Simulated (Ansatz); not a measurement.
## Na2IF: relaxing a made-up structure

This structure for Na2IF is made up. Its elements were placed in a known structure type with a cell scaled to their sizes. What cell does the guess relax to, and how far off was it?

Calculated with Ansatz 0.2.0; DFT, PBE, plane-wave PAW, files of the set soft_1, scalar-relativistic, no spin, cell and ions relaxed at zero pressure; PAW set soft_1, in the first sound run; inputs show where later runs differ.

**1. The starting structure**

Symmetry: R-3m, No. 166, trigonal system. The conventional cell has a = 3.977 Å, b = 3.977 Å, c = 19.119 Å, α = 90.00°, β = 90.00°, γ = 120.00°. Nearest to I lie 6 Na at 2.76 Å. Nearest to Na lie 3 I at 2.76 Å and 3 F at 2.83 Å. Nearest to F lie 6 Na at 2.83 Å. Farther neighbours and most contacts between anions are not listed.

Structure file:

```cif
data_structure
_symmetry_space_group_name_H-M 'R-3m:H'
_symmetry_Int_Tables_number 166
_cell_length_a 3.9770
_cell_length_b 3.9770
_cell_length_c 19.1190
_cell_angle_alpha 90.000
_cell_angle_beta 90.000
_cell_angle_gamma 120.000
_cell_volume 261.88
loop_
_atom_site_label
_atom_site_type_symbol
_atom_site_symmetry_multiplicity
_atom_site_Wyckoff_symbol
_atom_site_fract_x
_atom_site_fract_y
_atom_site_fract_z
_atom_site_occupancy
I1 I 3 a 0.00000 0.00000 0.00000 1
Na1 Na 6 c 0.00000 0.00000 0.74637 1
F1 F 3 b 0.66667 0.33333 0.83333 1
```

**2. Relaxing cell and atoms**

The guessed cell has no reason to be at equilibrium. It is relaxed with the atoms, within the space group of the guess.

Input file input.yaml:

```yaml
crystal:
  lattice:
    - [1.9885, 1.14806101, 6.373]
    - [-1.9885, 1.14806101, 6.373]
    - [0.0, -2.296122021, 6.373]
  atoms:
    - { symbol: I, position: [0.0, 0.0, 0.0] }
    - { symbol: Na, position: [0.746366664, 0.746366664, 0.746366664] }
    - { symbol: Na, position: [0.253633336, 0.253633336, 0.253633336] }
    - { symbol: F, position: [0.5, 0.5, 0.5] }
kpoints:
  mp_grid: { grid: [8, 8, 8] }
scf:
  occupations: { method: fermi_dirac, width: 0.05 }
hamiltonian:
  xc: pbe
  pseudopotentials: { kind: paw, azcp: { folder: soft_1 } }
relax:
  f_tol: 0.015
  max_steps: 70
  cell: {}
output:
  forces: true
  stress: true
```

On the command line:

```
$ ansatz run input.yaml --threads 4 --pin off --max-ram 8192MiB --backend cpu --events-out ev --progress --plain --runs-dir out
```

Numbers of over 12 decimals in the logs are rounded to 6 here.

Output:

```text
basis.fft_grid_basis auto: the FFT boxes are laid along the combinations [[1, 0, -1], [0, 1, -1], [0, 0, 1]] of the cell's own vectors, 3.977, 3.977 and 6.774 Å long. The dense box has 27×27×48 points. Along the cell's own vectors, as sized, it would have 48×48×48, 3.16 times as many. Of the 12 symmetry operations that the crystal satisfies within crystal.symmetry.tolerance (time reversal apart; of a slab, those that [...]
Engine: ansatz 0.2.0, aarch64-unknown-linux-gnu
Pseudopotentials: kind: paw
Pseudopotential: I, paw, valence charge 17, recommended cutoff 420 eV (normal), soft_1/I.paw.azcp
Pseudopotential: Na, paw, valence charge 9, recommended cutoff 420 eV (normal), soft_1/Na.paw.azcp
Pseudopotential: F, paw, valence charge 7, recommended cutoff 420 eV (normal), soft_1/F.paw.azcp
Functional definition: PBE
  parameter kappa = 0.804
  parameter beta = 0.066725
  exchange = pbe_x(kappa = kappa, mu = beta*pi^2/3)
  correlation = pbe_c(beta = beta)
Crystal: 4 atoms, lattice volume = 87.294 Å³
Basis set: ecut = 420 eV, 1725 PW (Γ), FFT grids on a1−a3, a2−a3, a3, exchange–correlation on 54×54×96 points (8 copies of the dense FFT grid, shifted against one another)
Bands: 26, of which v1, the nominal top of the filled ones, is band 21 counted from 1 (20 counted from 0)
Symmetry: 12 space group operations
Space group: R-3m (ITA 166), of the structure as read, at distance tolerance 4.4e-5 Å
k-points: 65 of 512
Non-local potential: I, projectors of the file, l = 0: 2, l = 1: 2, l = 2: 2, l = 3: 1
Non-local potential: Na, projectors of the file, l = 0: 3, l = 1: 2, l = 2: 1
Non-local potential: F, projectors of the file, l = 0: 2, l = 1: 2, l = 2: 1
PAW form: soft (Blöchl's): semilocal exchange-correlation on the pseudo side does not see the compensation charge
PAW one-centre angular grid: I, 590 points (default); XC on 64 Gauss nodes
PAW one-centre angular grid: Na, 110 points (default); XC on 64 Gauss nodes
PAW one-centre angular grid: F, 110 points (default); XC on 64 Gauss nodes
Initial density: superposition of atomic densities (chi_scale 0.1, normalization cell, long waves kept (reshape's long-wave potential 0.11 eV rms))
Initial wavefunctions: pseudopotential atomic-orbital guess
Functional: x = pbe(κ = 0.804, μ = 0.219515), c = pbe(β = 0.066725)
SCF iter   1: F=—  HF=-11306.602296 eV  |F-HF|=—  |Δ(HF+E_count)|=         —  Δρ=2.87e-1  dr2=8.43e1  ethr=3.10e-3  ⟨swp⟩=7.8  Hψ=9008  notcnv=0
preconditioner: auto → LDOS  [metal: Δε(μ)=0.023 eV  Ē_g=6.637 eV  σ=0.050 eV  W_gap=0.12  n_scr=22 (ndim 8)  ℏωp=13.8 eV  f_vac=0.023  D(μ)=4.64/eV (n_scr^D=36)  β→1.0]
SCF iter   2: F=—  HF=-11299.516393 eV  |F-HF|=—  |Δ(HF+E_count)|=    7.09e0  Δρ=1.05e-1  dr2=5.43e0  ethr=3.10e-3  ⟨swp⟩=4.0  Hψ=5386  notcnv=0  defer=3
preconditioner: auto → Resta (q_TF=auto, 2.415 Å⁻¹)  ε∞=2.4  [insulator: Δε(μ)=1.786 eV  Ē_g=18.054 eV  σ=0.050 eV  W_gap=1.00  n_scr=22 (ndim 8)  ℏωp=21.0 eV  f_vac=0.198  D(μ)=0.00/eV (n_scr^D=0)  ε∞_Penn≈2.4  vacuum switching on, ρ_ref=2.4e-2 e/Å³  β→0.5]
SCF iter   3: F=—  HF=-11297.693641 eV  |F-HF|=—  |Δ(HF+E_count)|=    1.82e0  Δρ=4.55e-2  dr2=1.00e0  ethr=3.10e-3  ⟨swp⟩=3.3  Hψ=4153  notcnv=0  defer=50
SCF iter   4: F=—  HF=-11297.557929 eV  |F-HF|=—  |Δ(HF+E_count)|=   1.36e-1  Δρ=8.86e-3  dr2=4.42e-2  ethr=2.38e-3  ⟨swp⟩=3.1  Hψ=3121  notcnv=0  defer=65
SCF iter   5: F=—  HF=-11297.569039 eV  |F-HF|=—  |Δ(HF+E_count)|=   1.11e-2  Δρ=2.32e-3  dr2=4.81e-3  ethr=1.05e-4  ⟨swp⟩=2.3  Hψ=3415  notcnv=0  defer=65
SCF iter   6: F=—  HF=-11297.571468 eV  |F-HF|=—  |Δ(HF+E_count)|=   2.43e-3  Δρ=3.24e-4  dr2=1.21e-4  ethr=1.14e-5  ⟨swp⟩=2.1  Hψ=2349  notcnv=0  defer=65
SCF iter   7: F=—  HF=-11297.571497 eV  |F-HF|=—  |Δ(HF+E_count)|=   2.90e-5  Δρ=1.08e-4  dr2=1.46e-5  ethr=2.89e-7  ⟨swp⟩=2.2  Hψ=2782  notcnv=0  defer=65
SCF iter   8: F=—  HF=-11297.571518 eV  |F-HF|=—  |Δ(HF+E_count)|=   2.10e-5  Δρ=4.51e-5  dr2=2.99e-6  ethr=3.48e-8  ⟨swp⟩=2.1  Hψ=2833  notcnv=0  defer=65
SCF iter   9: F=—  HF=-11297.571517 eV  |F-HF|=—  |Δ(HF+E_count)|=   6.24e-7  Δρ=1.72e-5  dr2=5.31e-7  ethr=7.12e-9  ⟨swp⟩=2.0  Hψ=1864  notcnv=0  defer=65
SCF iter  10: F=-11297.571517 eV  HF=-11297.571517 eV  |F-HF|=4.38e-10  |Δ(HF+E_count)|=   1.41e-7  Δρ=1.37e-6  dr2=1.23e-9  ethr=2.38e-10  ⟨swp⟩=5.1  Hψ=5986  notcnv=0
SCF 1 converged in 10 iterations: F = -11297.571517 eV  dr2 = 1.23e-9
  greatest PAW one-centre occupation: 0.999 electrons in one spin orbital (limit 2), on the Na atom at site 2 (counted from 0), in its partial waves of l = 0
relax step   1: F+E_penalty+E_count = -11297.57151700 eV  Δ(F+E_penalty+E_count) = +0.000e0 eV  max|allowed force component| = 2.201e0 eV/Å  Δτ_max = 0.0000 Å  P = +7.162 GPa  Ω = 87.294 Å³  (10 SCF iters, dr2 threshold 1.00e-7 eV, accepted)
Crystal: 4 atoms, lattice volume = 91.256 Å³
Basis set: ecut = 420 eV, 1773 PW (Γ), FFT grids on a1−a3, a2−a3, a3, exchange–correlation on 54×54×96 points (8 copies of the dense FFT grid, shifted against one another)
Initial density: handed on by an earlier stage of this run
Initial wavefunctions: those handed on with the density
iter 1 solved again at ethr=9.08e-4 eV; its pass at ethr=3.10e-3 eV (dr2=3.81e-1 eV) is discarded
SCF iter   1: F=—  HF=-11298.513203 eV  |F-HF|=—  |Δ(HF+E_count)|=         —  Δρ=2.61e-2  dr2=3.82e-1  ethr=9.08e-4  ⟨swp⟩=1.0  Hψ=10271  notcnv=0
preconditioner: auto → Resta (q_TF=auto, 2.397 Å⁻¹)  ε∞=3.0  [insulator: Δε(μ)=2.706 eV  Ē_g=10.293 eV  σ=0.050 eV  W_gap=1.00  n_scr=22 (ndim 8)  ℏωp=14.5 eV  f_vac=0.132  D(μ)=0.00/eV (n_scr^D=0)  ε∞_Penn≈3.0]
SCF iter   2: F=—  HF=-11298.392646 eV  |F-HF|=—  |Δ(HF+E_count)|=   1.21e-1  Δρ=1.36e-2  dr2=1.18e-1  ethr=9.08e-4  ⟨swp⟩=2.1  Hψ=2024  notcnv=0
SCF iter   3: F=—  HF=-11298.346582 eV  |F-HF|=—  |Δ(HF+E_count)|=   4.61e-2  Δρ=5.11e-3  dr2=1.60e-2  ethr=2.82e-4  ⟨swp⟩=3.0  Hψ=3592  notcnv=0  defer=64
SCF iter   4: F=—  HF=-11298.342558 eV  |F-HF|=—  |Δ(HF+E_count)|=   4.02e-3  Δρ=1.11e-3  dr2=8.71e-4  ethr=3.81e-5  ⟨swp⟩=2.0  Hψ=2385  notcnv=0  defer=64
SCF iter   5: F=—  HF=-11298.342419 eV  |F-HF|=—  |Δ(HF+E_count)|=   1.40e-4  Δρ=2.74e-4  dr2=1.23e-4  ethr=2.07e-6  ⟨swp⟩=2.0  Hψ=2079  notcnv=0  defer=64
SCF iter   6: F=—  HF=-11298.342353 eV  |F-HF|=—  |Δ(HF+E_count)|=   6.55e-5  Δρ=7.15e-5  dr2=5.78e-6  ethr=2.94e-7  ⟨swp⟩=2.2  Hψ=2631  notcnv=0  defer=64
SCF iter   7: F=-11298.342356 eV  HF=-11298.342356 eV  |F-HF|=6.29e-8  |Δ(HF+E_count)|=   3.16e-6  Δρ=1.98e-5  dr2=3.02e-7  ethr=9.52e-10  ⟨swp⟩=4.0  Hψ=7615  notcnv=0
SCF 2 converged in 7 iterations: F = -11298.342356 eV  dr2 = 3.02e-7
relax step   2: F+E_penalty+E_count = -11298.34235632 eV  Δ(F+E_penalty+E_count) = -7.708e-1 eV  max|allowed force component| = 1.123e0 eV/Å  Δτ_max = 0.1980 Å  P = +2.554 GPa  Ω = 91.256 Å³  energy of the carried Pulay correction = -2.133e-3 eV  (7 SCF iters, dr2 threshold 4.00e-7 eV, accepted)
Crystal: 4 atoms, lattice volume = 92.247 Å³
Basis set: ecut = 420 eV, 1779 PW (Γ), FFT grids on a1−a3, a2−a3, a3, exchange–correlation on 54×54×96 points (8 copies of the dense FFT grid, shifted against one another)
iter 1 solved again at ethr=8.14e-4 eV; its pass at ethr=3.10e-3 eV (dr2=3.42e-1 eV) is discarded
SCF iter   1: F=—  HF=-11298.795848 eV  |F-HF|=—  |Δ(HF+E_count)|=         —  Δρ=2.55e-2  dr2=3.42e-1  ethr=8.14e-4  ⟨swp⟩=1.0  Hψ=10012  notcnv=0
preconditioner: auto → Resta (q_TF=auto, 2.393 Å⁻¹)  ε∞=3.0  [insulator: Δε(μ)=1.821 eV  Ē_g=10.190 eV  σ=0.050 eV  W_gap=1.00  n_scr=22 (ndim 8)  ℏωp=14.5 eV  f_vac=0.111  D(μ)=0.00/eV (n_scr^D=0)  ε∞_Penn≈3.0]
SCF iter   2: F=—  HF=-11298.685892 eV  |F-HF|=—  |Δ(HF+E_count)|=   1.10e-1  Δρ=1.32e-2  dr2=1.05e-1  ethr=8.14e-4  ⟨swp⟩=2.1  Hψ=2021  notcnv=0
SCF iter   3: F=—  HF=-11298.642771 eV  |F-HF|=—  |Δ(HF+E_count)|=   4.31e-2  Δρ=1.61e-3  dr2=1.62e-3  ethr=2.49e-4  ⟨swp⟩=3.2  Hψ=3220  notcnv=0
SCF iter   4: F=—  HF=-11298.642347 eV  |F-HF|=—  |Δ(HF+E_count)|=   4.24e-4  Δρ=7.60e-4  dr2=4.73e-4  ethr=3.86e-6  ⟨swp⟩=2.0  Hψ=3451  notcnv=0  defer=2
SCF iter   5: F=—  HF=-11298.642314 eV  |F-HF|=—  |Δ(HF+E_count)|=   3.26e-5  Δρ=5.28e-4  dr2=1.66e-4  ethr=1.13e-6  ⟨swp⟩=2.0  Hψ=2073  notcnv=0  defer=2
SCF iter   6: F=—  HF=-11298.642314 eV  |F-HF|=—  |Δ(HF+E_count)|=   1.88e-7  Δρ=8.20e-5  dr2=7.18e-6  ethr=3.96e-7  ⟨swp⟩=2.0  Hψ=2041  notcnv=0  defer=2
SCF iter   7: F=-11298.642316 eV  HF=-11298.642316 eV  |F-HF|=1.99e-7  |Δ(HF+E_count)|=   2.26e-6  Δρ=1.76e-5  dr2=2.30e-7  ethr=9.52e-10  ⟨swp⟩=4.0  Hψ=7413  notcnv=0
SCF 3 converged in 7 iterations: F = -11298.642316 eV  dr2 = 2.30e-7
relax step   3: F+E_penalty+E_count = -11298.64231641 eV  Δ(F+E_penalty+E_count) = -3.000e-1 eV  max|allowed force component| = 3.220e-1 eV/Å  Δτ_max = 0.1968 Å  P = +0.555 GPa  Ω = 92.247 Å³  energy of the carried Pulay correction = -2.653e-3 eV  (7 SCF iters, dr2 threshold 4.00e-7 eV, accepted)
[...]
relax step   4: F+E_penalty+E_count = -11298.67020321 eV  Δ(F+E_penalty+E_count) = -2.789e-2 eV  max|allowed force component| = 9.435e-3 eV/Å  Δτ_max = 0.0867 Å  P = +0.119 GPa  Ω = 92.097 Å³  energy of the carried Pulay correction = -2.574e-3 eV  (7 SCF iters, dr2 threshold 4.00e-7 eV, accepted)
[...]
relax step   5: F+E_penalty+E_count = -11298.67068471 eV  Δ(F+E_penalty+E_count) = -4.815e-4 eV  max|allowed force component| = 7.503e-3 eV/Å  Δτ_max = 0.0047 Å  P = +0.058 GPa  Ω = 92.379 Å³  energy of the carried Pulay correction = -2.721e-3 eV  (5 SCF iters, dr2 threshold 1.27e-7 eV, accepted)
[...]
relax step   6: F+E_penalty+E_count = -11298.67076973 eV  Δ(F+E_penalty+E_count) = -8.503e-5 eV  max|allowed force component| = 4.499e-3 eV/Å  Δτ_max = 0.0009 Å  P = +0.000 GPa  Ω = 92.560 Å³  energy of the carried Pulay correction = -2.815e-3 eV  (6 SCF iters, dr2 threshold 2.81e-8 eV, accepted)
[...]
relax step   7: F+E_penalty+E_count = -11298.67490862 eV  Δ(F+E_penalty+E_count) = -4.139e-3 eV  max|allowed force component| = 4.493e-3 eV/Å  Δτ_max = 0.0000 Å  P = +0.081 GPa  Ω = 92.560 Å³  stress off target by 1.00e-1 GPa  SCF on the basis re-selected at this cell (its energy is not comparable with the rows above)  (7 SCF iters)
[...]
relax step   8: F+E_penalty+E_count = -11298.67488665 eV  Δ(F+E_penalty+E_count) = +2.197e-5 eV  max|allowed force component| = 1.103e-4 eV/Å  Δτ_max = 0.0004 Å  P = +0.030 GPa  Ω = 92.747 Å³  energy of the carried Pulay correction = -9.232e-5 eV  (6 SCF iters, dr2 threshold 2.50e-8 eV, accepted)
iter 1 solved again at ethr=5.32e-7 eV; its pass at ethr=3.10e-3 eV (dr2=2.24e-4 eV) is discarded
SCF iter   1: F=—  HF=-11298.674500 eV  |F-HF|=—  |Δ(HF+E_count)|=         —  Δρ=1.34e-4  dr2=4.01e-7  ethr=5.32e-7  ⟨swp⟩=3.6  Hψ=12611  notcnv=0
eigensolver tolerance schedule: the retry pair's looser diagonalisation over-reported the residual by 556.25 of it (diagonalisation noise at 0.11 of the residual, at the tolerance the schedule requests for it); recorded, not acted on — ethr = c·dr2/N_el stays at c = 1.0e-1
preconditioner: auto → Resta (q_TF=auto, 2.391 Å⁻¹)  ε∞=3.0  [insulator: Δε(μ)=1.903 eV  Ē_g=10.185 eV  σ=0.050 eV  W_gap=1.00  n_scr=22 (ndim 8)  ℏωp=14.4 eV  f_vac=0.108  D(μ)=0.00/eV (n_scr^D=0)  ε∞_Penn≈3.0]
SCF iter   2: F=—  HF=-11298.674832 eV  |F-HF|=—  |Δ(HF+E_count)|=   3.32e-4  Δρ=6.80e-5  dr2=1.45e-7  ethr=9.55e-10  ⟨swp⟩=2.8  Hψ=3498  notcnv=0
SCF iter   3: F=—  HF=-11298.674946 eV  |F-HF|=—  |Δ(HF+E_count)|=   1.14e-4  Δρ=2.71e-5  dr2=2.56e-8  ethr=3.46e-10  ⟨swp⟩=2.2  Hψ=2381  notcnv=0
SCF iter   4: F=—  HF=-11298.674966 eV  |F-HF|=—  |Δ(HF+E_count)|=   2.09e-5  Δρ=1.83e-6  dr2=1.22e-9  ethr=6.08e-11  ⟨swp⟩=2.0  Hψ=2613  notcnv=0
SCF iter   5: F=—  HF=-11298.674967 eV  |F-HF|=—  |Δ(HF+E_count)|=   2.40e-8  Δρ=4.02e-7  dr2=1.12e-10  ethr=2.91e-12  ⟨swp⟩=2.0  Hψ=2969  notcnv=0
SCF iter   6: F=-11298.674967 eV  HF=-11298.674967 eV  |F-HF|=1.82e-11  |Δ(HF+E_count)|=  2.91e-10  Δρ=1.32e-7  dr2=1.84e-11  ethr=1.00e-12  ⟨swp⟩=5.0  Hψ=5972  notcnv=0
SCF 9 converged in 6 iterations: F = -11298.674967 eV  dr2 = 1.84e-11
relax step   9: F+E_penalty+E_count = -11298.67496652 eV  Δ(F+E_penalty+E_count) = -7.988e-5 eV  max|allowed force component| = 9.277e-5 eV/Å  Δτ_max = 0.0000 Å  P = +0.031 GPa  Ω = 92.747 Å³  stress off target by 4.51e-2 GPa  SCF on the basis re-selected at this cell (its energy is not comparable with the rows above)  (6 SCF iters)
basis re-selected at this cell: Δ(F+E_penalty+E_count) = -7.988e-5 eV, ΔP = +0.001 GPa vs the last step (what re-selecting the basis moved, of the pressure what is left beyond the Pulay correction that the steps carried, after the strain that the cell walked since its last selection, with what the two solves' SCF thresholds leave and, on support functions, any second-order correction that the steps lacked; it is no m [...]
SCF converged after 6 iterations
Free energy (F): -11298.674967 eV
Harris-Foulkes:  -11298.674967 eV  (|F-HF|=1.82e-11)
Internal energy: -11298.674967 eV  (E = F + TS)
E sigma→0 (E₀):  -11298.674967 eV
Fermi energy:    5.138378 eV
--- Per-component energies (eV) ---
  E_band       = -847.327985
  E_kinetic    = 584.086517
  E_local      = -5505.312004  (includes V_loc(G=0)·N_el)
  E_nonlocal   = 759.942400
  E_hartree    = 2110.727406
  E_xc         = -260.386330
  E_vxc        = -306.795043  (∫ρ·V_xc dr)
  E_paw        = -5576.195066  (= ΣΔE_a)
  E_vpaw       = -600.703070  (= ΣTr[D̂ρ^β])
  E_aug_tail   = -0.001677  (compensation charges beyond the density's cutoff)
  E_ewald      = -3411.536212
  E_smearing   = -0.000000  (= −TS)
  E_closure    = -0.000000  (closes the sum)
  Σ components = -11298.674967   (vs F -11298.674967, Δ=0.00e0)
--- Forces (eV/Å), atoms counted from 1 ---
  atom   1  I      0.00000000     0.00000000     0.00000000
  atom   2  Na     0.00000000    -0.00000000     0.00009277
  atom   3  Na    -0.00000000     0.00000000    -0.00009277
  atom   4  F      0.00000000     0.00000000     0.00000000
  max |Σ_I F_I| component: 6.73e-29 eV/Å
--- Stress (GPa, compression-positive) ---
        0.024188       0.000000      -0.000000
        0.000000       0.024188      -0.000000
       -0.000000      -0.000000       0.045055
  P = ⅓ Tr σ = 0.0311 GPa (0.311 kbar)
--- Relaxed structure (7 steps of the walk, 7 accepted, 2 SCFs on fresh bases) ---
  F+E_penalty+E_count = -11298.67496652 eV   max|allowed force component| = 9.277e-5 eV/Å   (the final SCF, on the basis selected at the relaxed cell)
  cell:  # Å, volume = 92.7466 Å³
    - [2.014711, 1.163194, 6.596023]
    - [-2.014711, 1.163194, 6.596023]
    - [0, -2.326387, 6.596023]
  atoms:
    - { symbol: I, position: [1.1029725537702264e-18, 1.1029725537702264e-18, 1.1029725536619726e-18] }
    - { symbol: Na, position: [0.771372, 0.771372, 0.771372] }
    - { symbol: Na, position: [0.228628, 0.228628, 0.228628] }
    - { symbol: F, position: [0.500000, 0.500000, 0.5] }
```

Run time: 20 s. Hardware: 4 threads of Arm Neoverse V1, shared host; peak memory 0.52 GiB.

Relaxation path:

| step | energy less that of the first step (eV) | largest force component (eV/Å) | pressure (GPa) | volume (Å³) |
| --- | --- | --- | --- | --- |
| 1 | 0.0000 | 2.2007 | 7.16 | 87.29 |
| 2 | -0.7708 | 1.1234 | 2.55 | 91.26 |
| 3 | -1.0708 | 0.3220 | 0.55 | 92.25 |
| 4 | -1.0987 | 0.0094 | 0.12 | 92.10 |
| 5 | -1.0992 | 0.0075 | 0.06 | 92.38 |
| 6 | -1.0993 | 0.0045 | 0.00 | 92.56 |
| 7* | -1.1034 | 0.0045 | 0.08 | 92.56 |
| 8 | -1.1034 | 0.0001 | 0.03 | 92.75 |
| 9* | -1.1035 | 0.0001 | 0.03 | 92.75 |

Relaxation steps marked * repeat the geometry before them on a plane-wave basis chosen anew for their cell, so energy and pressure can jump there.

Forces are held to the 12 operations that the run works with; a distortion that breaks them can't arise in this run.

| conventional cell, symmetrised | before | after | change |
| --- | --- | --- | --- |
| a (Å) | 3.977 | 4.029 | +1.3 % |
| b (Å) | 3.977 | 4.029 | +1.3 % |
| c (Å) | 19.119 | 19.788 | +3.5 % |
| volume (Å³/atom) | 21.82 | 23.19 | +6.2 % |

The atoms that moved most (Å, as changes of fractional coordinates times the final cell):

| atom | dx | dy | dz | length |
| --- | --- | --- | --- | --- |
| Na3 | 0.000 | 0.000 | -0.495 | 0.495 |
| Na2 | 0.000 | 0.000 | 0.495 | 0.495 |

Final coordinates:

```cif
data_structure
_symmetry_space_group_name_H-M 'P 1'
_symmetry_Int_Tables_number 1
_cell_length_a 6.9943
_cell_length_b 6.9943
_cell_length_c 6.9943
_cell_angle_alpha 33.483
_cell_angle_beta 33.483
_cell_angle_gamma 33.483
_cell_volume 92.75
loop_
_atom_site_label
_atom_site_type_symbol
_atom_site_fract_x
_atom_site_fract_y
_atom_site_fract_z
_atom_site_occupancy
I1 I 0.00000 0.00000 0.00000 1
Na2 Na 0.77137 0.77137 0.77137 1
Na3 Na 0.22863 0.22863 0.22863 1
F4 F 0.50000 0.50000 0.50000 1
```

Numbers from this step:

```yaml
free_energy: -11298.6750 eV
fermi_energy: 5.138 eV
gap_by_band_count: 1.902 eV
electrons: 42
symmetry_operations: 12
pressure: 0.03114 GPa
```

The shortest distance of each pair, which need not be the same contact before and after:

| pair | guess (Å) | relaxed (Å) |
| --- | --- | --- |
| F–Na | 2.835 | 2.630 |
| I–Na | 2.756 | 3.115 |
| Na–Na | 3.816 | 3.380 |
| I–I | 3.977 | 4.029 |
| F–F | 3.977 | 4.029 |

The relaxation ends with a largest force component of 9.3e-5 eV/Å and a pressure of 0.03 GPa.

[end of part 1 of 2]

[Logs are printed without paths, hosts, clocks, repeated set-up lines and the standing remarks that a program may print on its own settings, such as how far it seeks lower states.]

[Hosts, paths, dates, database ids (printed as entryN), source tags and the programs' standing remarks are cut or masked in the printed files.]
